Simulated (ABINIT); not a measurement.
**Excitons of TiO2 (Anatase) on ever denser meshes**

How far does the k mesh set the exciton binding of TiO2 (Anatase)?

Calculated with ABINIT 10.8.3; PBE and many-body steps on it, plane waves.

This is a report of a sequence of runs, with most program output left out.

**1. Starting point**

Symmetry: I4_1/amd, No. 141, tetragonal system. The conventional cell has a = 3.784 Å, b = 3.784 Å, c = 9.515 Å, α = 90.00°, β = 90.00°, γ = 90.00°. Nearest to Ti lie 6 O at 1.93 to 1.98 Å. O has 3 Ti at 1.93 to 1.98 Å nearest. Farther neighbours and most contacts between anions are not listed.

The cell and positions come from the Crystallography Open Database and are kept as given unless a step says otherwise.

**2. Empty states on the mesh, 4×4×4 mesh, 115 bands**

This step: ABINIT 10.8.3; DFT, PBE, plane waves, norm-conserving pseudopotentials.

The sums over transitions need many empty states on a uniform mesh; this step solves for them.

run.abi

```
acell 3*1.0 Angstrom
rprim 
  -1.892100000000 1.892100000000 4.757300000000
  1.892100000000 -1.892100000000 4.757300000000
  1.892100000000 1.892100000000 -4.757300000000
ntypat 2
znucl 22 8
natom 6
typat 1 1 2 2 2 2
xred 
  0.000000000000 0.000000000000 0.000000000000
  0.750000000000 0.250000000000 0.500000000000
  0.208100000000 0.208100000000 0.000000000000
  0.958100000000 0.458100000000 0.500000000000
  0.541900000000 0.041900000000 0.500000000000
  0.791900000000 0.791900000000 0.000000000000
pp_dirpath "pseudos"
pseudos "Ti.upf, O.upf"
ecut 38
ngkpt 4 4 4
nshiftk 1
shiftk 0 0 0
kptopt 1
chksymbreak 0
iscf -2
irdden 1
istwfk *1
nband 115
nbdbuf 10
tolwfr 1e-09
nstep 60
prtvol 0
indata_prefix "in"
outdata_prefix "out"
tmpdata_prefix "tmp"
```

On the command line:

```console
$ OMP_NUM_THREADS=1 mpirun -n 4 abinit run.abi > log
```

The job ended after 90 s (4 MPI ranks of Arm Neoverse V1, shared host; peak memory 0.45 GiB; 6 min of CPU time).

Numbers from this step:

```yaml
gap: 2.189 eV
k_of_the_valence_top: 0.5, 0.5, 0
k_of_the_conduction_bottom: 0, 0, 0
least_direct_gap: 2.492 eV
k_points_computed: 13
lowest_point_of_the_top_converged_band_above_the_valence_top: 56.3774 eV
```

On this mesh the gap is 2.189 eV.

The density comes from a self-consistent run that is not shown.

**3. Screening, 4×4×4 mesh, 105 bands, screening to 130.6 eV**

The RPA dielectric matrix is built and inverted for each q.

This step: RPA screening on PBE, plane waves, norm-conserving pseudopotentials.

Edit run.abi of step 2 so:

```diff
@@ -24,10 +24,11 @@
 chksymbreak 0
-iscf -2
-irdden 1
 istwfk *1
-nband 115
-nbdbuf 10
-tolwfr 1e-09
-nstep 60
-prtvol 0
+occopt 1
+irdwfk 1
+optdriver 3
+nband 105
+ecuteps 4.8
+inclvkb 2
+awtr 1
+symchi 1
 indata_prefix "in"
```

It took 23 min on 4 MPI ranks; peak memory 14 GiB; 1.5 h of CPU time.

This step gave:

* ε∞ with local fields, on this mesh, along the program's q direction: 6.684
* the same without local fields: 7.036
* plasma frequency: 31.17 eV
* plane waves in the screening matrix: 213

Local fields lower ε∞ by 5 %.

**4. Self-energy, 4×4×4 mesh, 105 bands, screening to 130.6 eV**

The self-energy is evaluated for the states that the input lists, and the levels follow from it, in one-shot runs by the linearised quasiparticle equation.

This step: G0W0 on PBE, plane waves, norm-conserving pseudopotentials.

Edit run.abi of step 3 so:

```diff
@@ -27,8 +27,19 @@
 irdwfk 1
-optdriver 3
+optdriver 4
 nband 105
+gwcalctyp 0
+ecutsigx 38
+symsigma 1
+nkptgw 3
+kptgw 
+  0.5000000000 0.5000000000 0.0000000000
+  0.0000000000 0.0000000000 0.0000000000
+  -0.2500000000 -0.2500000000 0.2500000000
+bdgw 
+  23 26
+  23 26
+  23 26
 ecuteps 4.8
-inclvkb 2
-awtr 1
-symchi 1
+irdscr 1
+ppmodel 1
 indata_prefix "in"
```

Elapsed: 47 s, on 4 MPI ranks; peak memory 9 GiB; 3.1 min of CPU time.

This step gave:

- G0W0 gap on the points computed: 3.712 eV
- starting gap on the mesh: 2.189 eV
- k of the valence top: 0.5, 0.5, 0
- k of the conduction bottom: 0, 0, 0
- least direct G0W0 gap on the computed points: 4.052 eV

The gap on the mesh goes from 2.19 eV to 3.71 eV, a correction of +1.52 eV.

The gap opens by 1.523 eV; the next steps shift the empty bands rigidly by 1.560 eV, the correction at the start's least direct gap.

**5. Model screening**

Optical absorption needs the electron-hole interaction, solved here in a basis of vertical transitions on the mesh.

This step: Bethe-Salpeter equation on PBE with a scissors shift, plane waves, norm-conserving pseudopotentials.

Edit run.abi of step 4 so:

```diff
@@ -27,19 +27,18 @@
 irdwfk 1
-optdriver 4
-nband 105
-gwcalctyp 0
-ecutsigx 38
-symsigma 1
-nkptgw 3
-kptgw 
-  0.5000000000 0.5000000000 0.0000000000
-  0.0000000000 0.0000000000 0.0000000000
-  -0.2500000000 -0.2500000000 0.2500000000
-bdgw 
-  23 26
-  23 26
-  23 26
-ecuteps 4.8
-irdscr 1
-ppmodel 1
+optdriver 99
+bs_calctype 1
+mbpt_sciss 1.560 eV
+bs_loband 23
+nband 25
+bs_exchange_term 1
+bs_coulomb_term 21
+bs_coupling 0
+bs_algorithm 1
+bs_freq_mesh 0 7 0.05 eV
+zcut 0.1 eV
+ecuteps 3
+ecutwfn 19
+inclvkb 2
+mdf_epsinf 6.68
+irdden 1
 indata_prefix "in"
```

Wall time 21 s (4 MPI ranks); peak memory 1.8 GiB; 84 s of CPU time.

Numbers from this step:

| Item | Value |
| --- | --- |
| direct gap of the transition levels | 4.052 eV |
| transitions in the window | 128 |
| first strong exciton (over a fiftieth of the strongest listed) | 3.664 eV |
| lowest state | 3.664 eV |
| binding of the lowest state below the direct gap | 0.3884 eV |
| Coulomb term of one mesh cell | 0.3745 eV |

The binding is 1.0 times the screened Coulomb term of one mesh cell (0.37 eV), so it is not shown settled.

The lowest state lies at 3.664 eV, 0.388 eV under the direct gap.

Lines within 3 meV are set at the lowest of them, and the highest group, which the list may cut short, is left out. Lines of the exciton spectrum (strongest = 100):

```tsv
position (eV)	lines merged	oscillator strength, relative
3.664	1	100
3.678	1	78
3.696	1	4.8
3.712	1	0.5
3.858	1	4.0
3.862	1	10
3.873	2	15
4.434	1	38
4.444	1	21
4.450	2	7.9
```

The ε₂ has structure finer than the step of the table below, so its rows give means over 0.2 eV, whole bins alone (the curve runs from 0 to 6.95 eV). Peaks (eV: height): BSE 3.65: 3.77, 4.70: 3.98; no electron-hole interaction 4.15: 3.17, 5.05: 4.47; Kohn-Sham, no shift 2.60: 3.17, 3.45: 4.39.

Mean over the three Cartesian directions of q; broadening 0.1 eV; transition window only. Limits: finite bands, cutoff and mesh; exciton not shown settled in the k mesh. Table of ε₂ by photon energy; means over each step:

```tsv
photon energy (eV)	BSE	no electron-hole interaction	Kohn-Sham, no shift
0.2	0.00138	0.00101	0.00368
0.4	0.00278	0.00206	0.00758
0.6	0.00422	0.00316	0.0120
0.8	0.00584	0.00433	0.0172
1.0	0.00763	0.00565	0.0238
1.2	0.00970	0.00708	0.0326
1.4	0.0121	0.00872	0.0453
1.6	0.0151	0.0106	0.0652
1.8	0.0188	0.0130	0.101
2.0	0.0237	0.0158	0.177
2.2	0.0302	0.0194	0.413
2.4	0.0394	0.0241	1.70
2.6	0.0534	0.0304	2.88
2.8	0.0763	0.0392	1.06
3.0	0.119	0.0526	0.710
3.2	0.220	0.0743	1.94
3.4	0.587	0.114	3.63
3.6	2.61	0.206	3.08
3.8	2.16	0.526	1.89
4.0	0.816	2.15	0.597
4.2	0.737	2.60	0.514
4.4	2.22	0.855	0.449
4.6	3.28	0.802	0.146
4.8	3.04	2.31	0.0803
5.0	1.87	3.86	0.0545
5.2	0.590	2.79	0.0403
5.4	0.445	1.55	0.0313
5.6	0.449	0.509	0.0251
5.8	0.147	0.568	0.0206
6.0	0.0797	0.355	0.0172
6.2	0.0541	0.127	0.0146
6.4	0.0401	0.0745	0.0125
6.6	0.0313	0.0519	0.0108
6.8	0.0252	0.0390	0.00948
```

**6. Empty states on the mesh, 6×6×6 mesh, 36 bands**

This step: DFT, PBE, plane waves, norm-conserving pseudopotentials.

Edit run.abi of step 5 so:

```diff
@@ -19,3 +19,3 @@
 ecut 38
-ngkpt 4 4 4
+ngkpt 6 6 6
 nshiftk 1
@@ -24,21 +24,10 @@
 chksymbreak 0
+iscf -2
+irdden 1
 istwfk *1
-occopt 1
-irdwfk 1
-optdriver 99
-bs_calctype 1
-mbpt_sciss 1.560 eV
-bs_loband 23
-nband 25
-bs_exchange_term 1
-bs_coulomb_term 21
-bs_coupling 0
-bs_algorithm 1
-bs_freq_mesh 0 7 0.05 eV
-zcut 0.1 eV
-ecuteps 3
-ecutwfn 19
-inclvkb 2
-mdf_epsinf 6.68
-irdden 1
+nband 36
+nbdbuf 4
+tolwfr 1e-09
+nstep 60
+prtvol 0
 indata_prefix "in"
```

The job ended after 52 s (4 MPI ranks; peak memory 0.38 GiB; 3.5 min of CPU time).

Numbers from this step:

```yaml
gap: 2.189 eV
k_of_the_valence_top: 0.5, 0.5, 0
k_of_the_conduction_bottom: 0, 0, 0
least_direct_gap: 2.504 eV
k_points_computed: 30
lowest_point_of_the_top_converged_band_above_the_valence_top: 5.060 eV
```

On this mesh the gap is 2.189 eV.

**7. k mesh (6×6×6)**

This step: Bethe-Salpeter equation on PBE with a scissors shift, plane waves, norm-conserving pseudopotentials.

Edit run.abi of step 6 so:

```diff
@@ -24,10 +24,21 @@
 chksymbreak 0
-iscf -2
+istwfk *1
+occopt 1
+irdwfk 1
+optdriver 99
+bs_calctype 1
+mbpt_sciss 1.560 eV
+bs_loband 23
+nband 25
+bs_exchange_term 1
+bs_coulomb_term 21
+bs_coupling 0
+bs_algorithm 1
+bs_freq_mesh 0 7 0.05 eV
+zcut 0.1 eV
+ecuteps 3
+ecutwfn 19
+inclvkb 2
+mdf_epsinf 6.68
 irdden 1
-istwfk *1
-nband 36
-nbdbuf 4
-tolwfr 1e-09
-nstep 60
-prtvol 0
 indata_prefix "in"
```

The job ended after 3 min (4 MPI ranks; peak memory 3.8 GiB; 12 min of CPU time).

This step gave:

```yaml
direct_gap_of_the_transition_levels: 4.064 eV
transitions_in_the_window: 432
first_strong_exciton_over_a_fiftieth_of_the_strongest_listed: 3.767 eV
lowest_state: 3.767 eV
binding_of_the_lowest_state_below_the_direct_gap: 0.2965 eV
coulomb_term_of_one_mesh_cell: 0.2497 eV
```

The binding is 1.2 times the screened Coulomb term of one mesh cell (0.25 eV), so it is not shown settled.

The lowest state lies at 3.767 eV, 0.297 eV under the direct gap.

**8. Empty states on the mesh, 8×8×8 mesh, 36 bands**

This step: DFT, PBE, plane waves, norm-conserving pseudopotentials.

Edit run.abi of step 7 so:

```diff
@@ -19,3 +19,3 @@
 ecut 38
-ngkpt 6 6 6
+ngkpt 8 8 8
 nshiftk 1
@@ -24,21 +24,10 @@
 chksymbreak 0
+iscf -2
+irdden 1
 istwfk *1
-occopt 1
-irdwfk 1
-optdriver 99
-bs_calctype 1
-mbpt_sciss 1.560 eV
-bs_loband 23
-nband 25
-bs_exchange_term 1
-bs_coulomb_term 21
-bs_coupling 0
-bs_algorithm 1
-bs_freq_mesh 0 7 0.05 eV
-zcut 0.1 eV
-ecuteps 3
-ecutwfn 19
-inclvkb 2
-mdf_epsinf 6.68
-irdden 1
+nband 36
+nbdbuf 4
+tolwfr 1e-09
+nstep 60
+prtvol 0
 indata_prefix "in"
```

Wall time 96 s (4 MPI ranks); peak memory 0.47 GiB; 6.4 min of CPU time.

This step gave:

* gap: 2.186 eV
* k of the valence top: -0.375, 0.375, 0
* k of the conduction bottom: 0, 0, 0
* least direct gap: 2.492 eV
* k points computed: 59
* lowest point of the top converged band, above the valence top: 5.057 eV

On this mesh the gap is 2.186 eV.

**9. k mesh (8×8×8)**

This step: Bethe-Salpeter equation on PBE with a scissors shift, plane waves, norm-conserving pseudopotentials.

Edit run.abi of step 8 so:

```diff
@@ -24,10 +24,21 @@
 chksymbreak 0
-iscf -2
+istwfk *1
+occopt 1
+irdwfk 1
+optdriver 99
+bs_calctype 1
+mbpt_sciss 1.560 eV
+bs_loband 23
+nband 25
+bs_exchange_term 1
+bs_coulomb_term 21
+bs_coupling 0
+bs_algorithm 1
+bs_freq_mesh 0 7 0.05 eV
+zcut 0.1 eV
+ecuteps 3
+ecutwfn 19
+inclvkb 2
+mdf_epsinf 6.68
 irdden 1
-istwfk *1
-nband 36
-nbdbuf 4
-tolwfr 1e-09
-nstep 60
-prtvol 0
 indata_prefix "in"
```

Run time: 16 min. Hardware: 4 MPI ranks; peak memory 7.5 GiB; 63 min of CPU time.

Numbers from this step:

| Quantity | Value |
| --- | --- |
| direct gap of the transition levels | 4.052 eV |
| transitions in the window | 1024 |
| first strong exciton (over a fiftieth of the strongest listed) | 3.822 eV |
| lowest state | 3.822 eV |
| binding of the lowest state below the direct gap | 0.2301 eV |
| Coulomb term of one mesh cell | 0.1873 eV |

The binding is 1.2 times the screened Coulomb term of one mesh cell (0.19 eV), so it is not shown settled.

The lowest state lies at 3.822 eV, 0.230 eV under the direct gap.

**10. Window without empty bands**

Edit run.abi of step 9 so:

```diff
@@ -19,3 +19,3 @@
 ecut 38
-ngkpt 8 8 8
+ngkpt 4 4 4
 nshiftk 1
@@ -30,6 +30,6 @@
 mbpt_sciss 1.560 eV
-bs_loband 23
-nband 25
+bs_loband 22
+nband 24
 bs_exchange_term 1
-bs_coulomb_term 21
+bs_coulomb_term 11
 bs_coupling 0
@@ -37,3 +37,3 @@
 bs_freq_mesh 0 7 0.05 eV
-zcut 0.1 eV
+zcut 0.15 eV
 ecuteps 3
@@ -41,4 +41,3 @@
 inclvkb 2
-mdf_epsinf 6.68
-irdden 1
+irdscr 1
 indata_prefix "in"
```

Wall time 1.9 s (4 MPI ranks); peak memory 0.06 GiB.

The run stopped with an error after 1.9 s.

The program's words: BSp%nbnds cannot be smaller than homo while BSp%nbnds = 24 and Dtset%nelect =    48.00

The fault put into this input: window without empty bands.

**11. The runs together**

Times are wall times on 4 MPI ranks of Arm Neoverse V1, shared host, good to a factor of about two.

```tsv
run	mesh	transitions	broadening (eV)	direct gap (eV)	lowest state (eV)	binding (eV)	mesh cell's term (eV)	tallest peak (eV)	height	time
model screening	4×4×4	128	0.1	4.052	3.664	0.388	0.375	4.70	3.98	21 s
k mesh (6×6×6)	6×6×6	432	0.1	4.064	3.767	0.297	0.250	4.50	4.21	3 min
k mesh (8×8×8)	8×8×8	1024	0.1	4.052	3.822	0.230	0.187	4.70	3.50	16 min
```

**12. Outcome**

```yaml
model_screening: lowest state 3.664 eV (not settled in the k mesh)
k_mesh_6x6x6: lowest state 3.767 eV (not settled in the k mesh)
k_mesh_8x8x8: lowest state 3.822 eV (not settled in the k mesh)
```

**Reading.** On the 4×4×4 mesh the lowest exciton lies at 3.664 eV, 0.388 eV below the direct gap; one cell of the mesh carries a screened Coulomb term of 0.37 eV by a cubic estimate, rough for this lattice, so this binding is not shown settled. Between the two densest meshes the binding falls by 1.06 of the fall in the mesh cell's term (the screened Coulomb energy of a charge repeated on the supercell that the mesh stands for). The binding is still 1.2 times that term, so the mesh does not resolve the exciton and no limit can be drawn. k mesh (6×6×6), against «model screening (4×4×4)»: the lowest state moves by +0.104 eV (keys changed: ngkpt). k mesh (8×8×8), against «k mesh (6×6×6)»: the lowest state moves by +0.054 eV (keys changed: ngkpt). A rigid shift treats all transitions alike. In the G0W0 table the openings from the upper filled bands to the empty bands at the same k run from +1.56 to +1.80 eV (median +1.74), where the shift is +1.56 eV, so peaks stand off by such differences. Lines within a few meV of each other can be one level split by numerical noise, or distinct levels. Screening is static and electronic alone, and only transitions inside the band window count.

[Paths, hosts, dates, memory and timing lines, banners, echoed tables and standing remarks are left out of the program output.]

[Logs are printed without paths, hosts, clocks, repeated set-up lines and the standing remarks that a program may print on its own settings, such as how far it seeks lower states.]

[Runs of the session that timed out or met a known fault of the program may be left out.]

[Hosts, paths, dates, database ids (printed as entryN), source tags and the programs' standing remarks are cut or masked in the printed files.]

[G0W0 gaps are taken among the corrected bands and points alone; a level outside them can change the order at an edge.]

[Where Ansatz stands beside ABINIT at settings called matched, ABINIT's density can come from a denser mesh and the files from another edition; pairs whose starting gaps differed by over 0.03 eV were left out, so agreement reads better than it is.]
